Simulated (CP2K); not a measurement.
Two runs for the B K edge of borylacetylene. Run A: CP2K XAS_TDP, all-electron GAPW, PBEh(45%), aug-cc-pVTZ, TDA, no relativity. Run B differs in one setting.

First lines with a strength over 0.0015. A:

```
                    atom  energy (eV)  states  strength, one atom
B1 (bonded to C and 2 H)       183.59       1              0.0750
                               188.99       1              0.0059
                               189.65       1              0.0021
                               190.35       1              0.0016
                               190.46       1              0.0064
```

B:

```
                    atom  energy (eV)  states  strength, one atom
B1 (bonded to C and 2 H)       189.77       1              0.0726
                               195.18       1              0.0057
                               195.84       1              0.0020
                               196.53       1              0.0016
                               196.65       1              0.0062
```

Which was it: the basis, GW2X switched on, scalar relativity switched on, the functional?

GW2X switched on. GW2X shifts an atom's lines together and keeps their spacings. Against PBEh(45%) in aug-cc-pVTZ, the leading line moves by +6.18 eV, to 189.77 eV.

[Banner, clock and machine lines of the logs are left out without a mark of their own.]

[Logs are printed without paths, hosts, clocks, repeated set-up lines and the standing remarks that a program may print on its own settings, such as how far it seeks lower states.]

[Hosts, paths, dates, database ids (printed as entryN), source tags and the programs' standing remarks are cut or masked in the printed files.]
